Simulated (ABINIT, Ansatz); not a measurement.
**Converging GW for BiOCl (P4/nmm) in ABINIT**

What does each rung of G0W0 on BiOCl (P4/nmm) cost, and what does it buy?

Method: PBEsol and many-body steps on it, plane waves, in ABINIT 10.8.3.

### Step 1. The starting structure

Symmetry: P4/nmm, No. 129, tetragonal system. Conventional cell: a = 3.886 Å, b = 3.886 Å, c = 7.349 Å, α = 90.00°, β = 90.00°, γ = 90.00°. Nearest to Bi lie 4 O at 2.31 Å and 4 Cl at 3.06 Å. Nearest to Cl lie 4 Bi at 3.06 Å. Nearest to O lie 4 Bi at 2.31 Å. Farther neighbours and most contacts between anions are not listed.

The cell and positions come from the Crystallography Open Database and are kept as given unless a step says otherwise. Spin-orbit coupling is left out unless a step names it.

### Step 2. Empty states on the mesh, 4×4×2 mesh, 360 bands

This step: ABINIT 10.8.3; DFT, PBEsol, plane waves, norm-conserving pseudopotentials.

The sums over transitions need many empty states on a uniform mesh; this step solves for them.

File run.abi:

```
acell 3*1.0 Angstrom
rprim 
  3.885510000000 0.000000000000 0.000000000000
  0.000000000000 3.885510000000 0.000000000000
  0.000000000000 0.000000000000 7.348900000000
ntypat 3
znucl 83 17 8
natom 6
typat 1 1 2 2 3 3
xred 
  0.500000000000 0.000000000000 0.329040000000
  0.000000000000 0.500000000000 0.670960000000
  0.000000000000 0.500000000000 0.147200000000
  0.500000000000 0.000000000000 0.852800000000
  0.000000000000 0.000000000000 0.500000000000
  0.500000000000 0.500000000000 0.500000000000
pp_dirpath "pseudos"
pseudos "Bi.upf, Cl.upf, O.upf"
ecut 42
ngkpt 4 4 2
nshiftk 1
shiftk 0 0 0
kptopt 1
chksymbreak 0
iscf -2
irdden 1
istwfk *1
nband 360
nbdbuf 32
tolwfr 1e-09
nstep 60
prtvol 0
indata_prefix "in"
outdata_prefix "out"
tmpdata_prefix "tmp"
```

Started as:

```sh
$ OMP_NUM_THREADS=1 mpirun -n 4 abinit run.abi > log
```

Numbers of over 12 decimals in the logs are rounded to 6 here.

What it wrote:

```text
.Version 10.8.3 of ABINIT. v10.8.2 released Aug 2026.

 Symmetries : space group P4/n m m (#129); Bravais tP (primitive tetrag.)
[... echo of the input left out ...]
== DATASET  1 ==================================================================
-   mpi_nproc: 4, omp_nthreads: 1 (-1 if OMP is not activated)

--- !DatasetInfo
iteration_state: {dtset: 1, }
dimensions: {natom: 6, nkpt: 12, mband: 360, nsppol: 1, nspinor: 1, nspden: 1, mpw: 9764, }
cutoff_energies: {ecut:  42.0, pawecutdg:  -1.0, }
[...]
4.05963    4.05963    4.06215    4.08354    4.10475    4.10934    4.11413    4.11415
   4.11575    4.11577    4.14091    4.14112    4.16421    4.16965    4.17067    4.19439
 prteigrs : prtvol=0 or 1, do not print more k-points.

== END DATASET(S) ==============================================================
================================================================================

 -outvars: echo values of variables after computation  --------
            nband         360
             nkpt          12
          spgroup         129
 [... the other variables as echoed above ...]

 Calculation completed.
```

It took 9.2 min on 4 MPI ranks of AMD EPYC 9R45, shared host; peak memory 1.1 GiB; 37 min of CPU time.

This step gave:

- gap: 2.623 eV
- k of the valence top: 0.5, 0, 0.5
- k of the conduction bottom: 0, 0, 0.5
- least direct gap: 2.927 eV
- k points computed: 12
- lowest point of the top converged band, above the valence top: 99.5387 eV

On this mesh the gap is 2.623 eV.

The density comes from a self-consistent run that is not shown.

### Step 3. Screening, 4×4×2 mesh, 72 bands, screening to 76.2 eV

The RPA dielectric matrix is built and inverted for each q.

This step: RPA screening on PBEsol, plane waves, norm-conserving pseudopotentials.

Changes to run.abi since step 2:

```diff
@@ -24,10 +24,11 @@
 chksymbreak 0
-iscf -2
-irdden 1
 istwfk *1
-nband 360
-nbdbuf 32
-tolwfr 1e-09
-nstep 60
-prtvol 0
+occopt 1
+irdwfk 1
+optdriver 3
+nband 72
+ecuteps 2.8
+inclvkb 2
+awtr 1
+symchi 1
 indata_prefix "in"
```

What it wrote:

```text
.Version 10.8.3 of ABINIT. v10.8.2 released Aug 2026.

 Symmetries : space group P4/n m m (#129); Bravais tP (primitive tetrag.)
[... echo of the input left out ...]
== DATASET  1 ==================================================================
-   mpi_nproc: 4, omp_nthreads: 1 (-1 if OMP is not activated)

--- !DatasetInfo
iteration_state: {dtset: 1, }
dimensions: {natom: 6, nkpt: 12, mband: 72, nsppol: 1, nspinor: 1, nspden: 1, mpw: 9764, }
cutoff_energies: {ecut:  42.0, pawecutdg:  -1.0, }
electrons: {nelect:   7.20000000E+01, charge:   0.00000000E+00, occopt:   1.00000000E+00, tsmear:   1.00000000E-02, }

 SCREENING: Calculation of the susceptibility and dielectric matrices

 Based on a program developped by R.W. Godby, V. Olevano, G. Onida, and L. Reining.
 Incorporated in ABINIT by V. Olevano, G.-M. Rignanese, and M. Torrent.
.Using double precision arithmetic ; gwpc =  8

[... cell and pseudopotentials left out ...]
--------------------------------------------------------------------------------

 ==== K-mesh for the wavefunctions ====
 Number of points in the irreducible wedge :    12
[... list of points left out ...]
 Together with 16 symmetry operations and time-reversal symmetry
 yields    32 points in the full Brillouin Zone.

 ==== Q-mesh for the screening function ====
 Number of points in the irreducible wedge :    12
[... list of points left out ...]
 Together with 16 symmetry operations and time-reversal symmetry
 yields    32 points in the full Brillouin Zone.

 setmesh: FFT mesh size selected  =    30x   30x   54
          total number of points  =        48600

 vcoul_init : cutoff-mode = AUXILIARY_FUNCTION
 q-points for optical limit:   1
     1)      0.000010    0.000020    0.000030

- screening: taking advantage of time-reversal symmetry
- Maximum band index for partially occupied states nbvw = 36
- Remaining bands to be divided among processors   nbcw = 36
- Number of bands treated by each node ~9

 Number of electrons calculated from density =   72.0000; Expected =   72.0000
 average of density, n =  0.096165
 r_s =    1.3540
 omega_plasma =   29.9133 [eV]

 calculating chi0 at frequencies [eV] :
  1    0.000000E+00    0.000000E+00
  2    0.000000E+00    2.991330E+01

--------------------------------------------------------------------------------
  q-point number  1        q = ( 0.000000, 0.000000, 0.000000) [r.l.u.]
--------------------------------------------------------------------------------
[... chi0 elements left out ...]
 For q-point:  0.000010 0.000020 0.000030
  dielectric constant =   6.0429
  dielectric constant without local fields =   6.7783

  Average fulfillment of the sum rule on Im[epsilon] for q-point    1 :     30.40  [%]
[... wings left out ...]
  q-point number  2        q = ( 0.250000, 0.000000, 0.000000) [r.l.u.]
--------------------------------------------------------------------------------
[... chi0 elements left out ...]
  Average fulfillment of the sum rule on Im[epsilon] for q-point    2 :     39.76  [%]

 [... 10 further q-points ...]
```

Wall time 49 s (4 MPI ranks); peak memory 2.4 GiB; 3.3 min of CPU time.

Numbers from this step:

| Item | Value |
| --- | --- |
| ε∞ with local fields, on this mesh, along the program's q direction | 6.043 |
| the same without local fields | 6.778 |
| plasma frequency | 29.91 eV |
| plane waves in the screening matrix | 167 |

Local fields lower ε∞ by 11 %. On a Γ-centred mesh this coarse the value itself is usually too large, while a short band sum pulls it down.

### Step 4. 72 bands, 76.2 eV

The self-energy is evaluated for the states that the input lists, and the levels follow from it, in one-shot runs by the linearised quasiparticle equation.

This step: G0W0 on PBEsol, plane waves, norm-conserving pseudopotentials.

Changes to run.abi since step 3:

```diff
@@ -27,8 +27,19 @@
 irdwfk 1
-optdriver 3
+optdriver 4
 nband 72
+gwcalctyp 0
+ecutsigx 42
+symsigma 1
+nkptgw 3
+kptgw 
+  0.5000000000 0.0000000000 0.5000000000
+  0.0000000000 0.0000000000 0.5000000000
+  0.0000000000 0.0000000000 0.0000000000
+bdgw 
+  35 38
+  35 38
+  35 38
 ecuteps 2.8
-inclvkb 2
-awtr 1
-symchi 1
+irdscr 1
+ppmodel 1
 indata_prefix "in"
```

What it wrote:

```text
.Version 10.8.3 of ABINIT. v10.8.2 released Aug 2026.

 Symmetries : space group P4/n m m (#129); Bravais tP (primitive tetrag.)
[... echo of the input left out ...]
== DATASET  1 ==================================================================
-   mpi_nproc: 4, omp_nthreads: 1 (-1 if OMP is not activated)

--- !DatasetInfo
iteration_state: {dtset: 1, }
dimensions: {natom: 6, nkpt: 12, mband: 72, nsppol: 1, nspinor: 1, nspden: 1, mpw: 9764, }
cutoff_energies: {ecut:  42.0, pawecutdg:  -1.0, }
electrons: {nelect:   7.20000000E+01, charge:   0.00000000E+00, occopt:   1.00000000E+00, tsmear:   1.00000000E-02, }

 SIGMA: Calculation of the GW corrections

 Based on a program developped by R.W. Godby, V. Olevano, G. Onida, and L. Reining.
 Incorporated in ABINIT by V. Olevano, G.-M. Rignanese, and M. Torrent.
.Using double precision arithmetic ; gwpc =  8

[... cell and pseudopotentials left out ...]
--------------------------------------------------------------------------------

 ==== K-mesh for the wavefunctions ====
 Number of points in the irreducible wedge :    12
[... list of points left out ...]
 Together with 16 symmetry operations and time-reversal symmetry
 yields    32 points in the full Brillouin Zone.

 ==== Q-mesh for screening function ====
 Number of points in the irreducible wedge :    12
[... list of points left out ...]
 Together with 16 symmetry operations and time-reversal symmetry
 yields    32 points in the full Brillouin Zone.

 vcoul_init : cutoff-mode = AUXILIARY_FUNCTION
 q-points for optical limit:   1
     1)      0.000010    0.000020    0.000030
 setmesh: FFT mesh size selected  =    48x   48x   90
          total number of points  =       207360

 Number of electrons calculated from density =   72.0000; Expected =   72.0000
 average of density, n =  0.096165
 r_s =    1.3540
 omega_plasma =   29.9133 [eV]

 === KS Band Gaps ===
  >>>> For spin  1
   Minimum direct gap =   2.9274 [eV], located at k-point      :   0.0000  0.0000  0.5000
   Fundamental gap    =   2.6228 [eV], Top of valence bands at :   0.5000  0.0000  0.5000
                                       Bottom of conduction at :   0.0000  0.0000  0.5000
 SIGMA fundamental parameters:
 PLASMON POLE MODEL  1
 number of plane-waves for SigmaX                 9725
 number of plane-waves for SigmaC and W            167
 number of plane-waves for wavefunctions          9725
 number of bands                                    72
 number of independent spin polarizations            1
 number of spinorial components                      1
 number of k-points in IBZ                          12
 number of q-points in IBZ                          12
 number of symmetry operations                      16
 number of k-points in BZ                           32
 number of q-points in BZ                           32
 number of frequencies for dSigma/dE                 9
 frequency step for dSigma/dE [eV]                0.25
 number of omega for Sigma on real axis              0
 max omega for Sigma on real axis  [eV]           0.00
 zcut for avoiding poles [eV]                     0.10

 EPSILON^-1 parameters (SCR file):
 dimension of the eps^-1 matrix on file            167
 dimension of the eps^-1 matrix used               167
 number of plane-waves for wavefunctions          9725
 number of bands                                    72
 number of q-points in IBZ                          12
 number of frequencies                               2
 number of real frequencies                          1
 number of imag frequencies                          1

 matrix elements of self-energy operator (all in [eV])

 Perturbative Calculation

--- !SelfEnergy_ee
iteration_state: {dtset: 1, }
kpoint     : [   0.500,    0.000,    0.500, ]
spin       : 1
KS_gap     :    4.426
QP_gap     :    5.775
Delta_QP_KS:    1.350
data: !SigmaeeData |
     Band     E0 <VxcDFT>   SigX SigC(E0)      Z dSigC/dE  Sig(E)    E-E0       E
       35   5.725 -16.351 -19.782   3.499   0.793  -0.262 -16.297   0.054   5.779
       36   5.725 -16.351 -19.782   3.499   0.793  -0.262 -16.297   0.054   5.779
       37  10.150 -13.502  -9.296  -2.505   0.825  -0.212 -12.098   1.404  11.554
       38  10.150 -13.502  -9.296  -2.505   0.825  -0.212 -12.098   1.404  11.554

--- !SelfEnergy_ee
iteration_state: {dtset: 1, }
kpoint     : [   0.000,    0.000,    0.500, ]
spin       : 1
KS_gap     :    2.927
QP_gap     :    4.426
Delta_QP_KS:    1.499
data: !SigmaeeData |
     Band     E0 <VxcDFT>   SigX SigC(E0)      Z dSigC/dE  Sig(E)    E-E0       E
       35   5.417 -18.175 -22.230   4.326   0.774  -0.292 -17.965   0.209   5.626
       36   5.420 -14.794 -18.665   3.509   0.796  -0.257 -15.082  -0.288   5.133
[...]
--- !SelfEnergy_ee
iteration_state: {dtset: 1, }
kpoint     : [   0.000,    0.000,    0.000, ]
spin       : 1
KS_gap     :    3.823
QP_gap     :    5.018
Delta_QP_KS:    1.195
data: !SigmaeeData |
     Band     E0 <VxcDFT>   SigX SigC(E0)      Z dSigC/dE  Sig(E)    E-E0       E
[...]
36   5.028 -16.715 -20.274   3.725   0.786  -0.272 -16.584   0.131   5.159
       37   8.851 -13.262  -9.141  -2.533   0.835  -0.198 -11.937   1.325  10.176
       38   9.553 -13.220  -9.111  -2.386   0.831  -0.204 -11.789   1.430  10.984

== END DATASET(S) ==============================================================
================================================================================

 -outvars: echo values of variables after computation  --------
           etotal      0.0000000000E+00
            nband          72
             nkpt          12
          spgroup         129
 [... the other variables as echoed above ...]

 Calculation completed.
```

The job ended after 9.8 s (4 MPI ranks; peak memory 2.3 GiB).

Numbers from this step:

```yaml
g0w0_gap_on_the_points_computed: 3.779 eV
starting_gap_on_the_mesh: 2.623 eV
k_of_the_valence_top: 0.5, 0, 0.5
k_of_the_conduction_bottom: 0, 0, 0.5
z_at_the_valence_top: 0.793
z_at_the_conduction_bottom: 0.837
least_direct_g0w0_gap_on_the_computed_points: 3.932 eV
```

The gap on the mesh goes from 2.62 eV to 3.78 eV, a correction of +1.16 eV.

### Step 5. Screening, 4×4×2 mesh, 155 bands, screening to 141.5 eV

This step: RPA screening on PBEsol, plane waves, norm-conserving pseudopotentials.

Changes to run.abi since step 4:

```diff
@@ -27,19 +27,8 @@
 irdwfk 1
-optdriver 4
-nband 72
-gwcalctyp 0
-ecutsigx 42
-symsigma 1
-nkptgw 3
-kptgw 
-  0.5000000000 0.0000000000 0.5000000000
-  0.0000000000 0.0000000000 0.5000000000
-  0.0000000000 0.0000000000 0.0000000000
-bdgw 
-  35 38
-  35 38
-  35 38
-ecuteps 2.8
-irdscr 1
-ppmodel 1
+optdriver 3
+nband 155
+ecuteps 5.2
+inclvkb 2
+awtr 1
+symchi 1
 indata_prefix "in"
```

What it wrote:

```text
.Version 10.8.3 of ABINIT. v10.8.2 released Aug 2026.

 Symmetries : space group P4/n m m (#129); Bravais tP (primitive tetrag.)
[... echo of the input left out ...]
== DATASET  1 ==================================================================
-   mpi_nproc: 4, omp_nthreads: 1 (-1 if OMP is not activated)

--- !DatasetInfo
iteration_state: {dtset: 1, }
dimensions: {natom: 6, nkpt: 12, mband: 155, nsppol: 1, nspinor: 1, nspden: 1, mpw: 9764, }
cutoff_energies: {ecut:  42.0, pawecutdg:  -1.0, }
electrons: {nelect:   7.20000000E+01, charge:   0.00000000E+00, occopt:   1.00000000E+00, tsmear:   1.00000000E-02, }

 SCREENING: Calculation of the susceptibility and dielectric matrices

 Based on a program developped by R.W. Godby, V. Olevano, G. Onida, and L. Reining.
 Incorporated in ABINIT by V. Olevano, G.-M. Rignanese, and M. Torrent.
.Using double precision arithmetic ; gwpc =  8

[... cell and pseudopotentials left out ...]
--------------------------------------------------------------------------------

 ==== K-mesh for the wavefunctions ====
 Number of points in the irreducible wedge :    12
[... list of points left out ...]
 Together with 16 symmetry operations and time-reversal symmetry
 yields    32 points in the full Brillouin Zone.

 ==== Q-mesh for the screening function ====
 Number of points in the irreducible wedge :    12
[... list of points left out ...]
 Together with 16 symmetry operations and time-reversal symmetry
 yields    32 points in the full Brillouin Zone.

 setmesh: FFT mesh size selected  =    30x   30x   60
          total number of points  =        54000

 vcoul_init : cutoff-mode = AUXILIARY_FUNCTION
 q-points for optical limit:   1
     1)      0.000010    0.000020    0.000030

- screening: taking advantage of time-reversal symmetry
- Maximum band index for partially occupied states nbvw = 36
- Remaining bands to be divided among processors   nbcw = 119
- Number of bands treated by each node ~29

 Number of electrons calculated from density =   72.0000; Expected =   72.0000
 average of density, n =  0.096165
 r_s =    1.3540
 omega_plasma =   29.9133 [eV]

 calculating chi0 at frequencies [eV] :
  1    0.000000E+00    0.000000E+00
  2    0.000000E+00    2.991330E+01

--------------------------------------------------------------------------------
  q-point number  1        q = ( 0.000000, 0.000000, 0.000000) [r.l.u.]
--------------------------------------------------------------------------------
[... chi0 elements left out ...]
 For q-point:  0.000010 0.000020 0.000030
  dielectric constant =   6.0281
  dielectric constant without local fields =   6.9017

  Average fulfillment of the sum rule on Im[epsilon] for q-point    1 :     61.94  [%]
[... wings left out ...]
  q-point number  2        q = ( 0.250000, 0.000000, 0.000000) [r.l.u.]
--------------------------------------------------------------------------------
[... chi0 elements left out ...]
  Average fulfillment of the sum rule on Im[epsilon] for q-point    2 :     70.50  [%]

 [... 10 further q-points ...]
```

Elapsed: 2.9 min, on 4 MPI ranks; peak memory 3.6 GiB.

Numbers from this step:

| Item | Value |
| --- | --- |
| ε∞ with local fields, on this mesh, along the program's q direction | 6.028 |
| the same without local fields | 6.902 |
| plasma frequency | 29.91 eV |
| plane waves in the screening matrix | 427 |

(Part 1 of 2 ends here.)

[Paths, hosts, dates, memory and timing lines, banners, echoed tables and standing remarks are left out of the program output.]

[Logs are printed without paths, hosts, clocks, repeated set-up lines and the standing remarks that a program may print on its own settings, such as how far it seeks lower states.]

[Runs of the session that timed out or met a known fault of the program may be left out.]

[Hosts, paths, dates, database ids (printed as entryN), source tags and the programs' standing remarks are cut or masked in the printed files.]

[G0W0 gaps are taken among the corrected bands and points alone; a level outside them can change the order at an edge.]

[Where Ansatz stands beside ABINIT at settings called matched, ABINIT's density can come from a denser mesh and the files from another edition; pairs whose starting gaps differed by over 0.03 eV were left out, so agreement reads better than it is.]
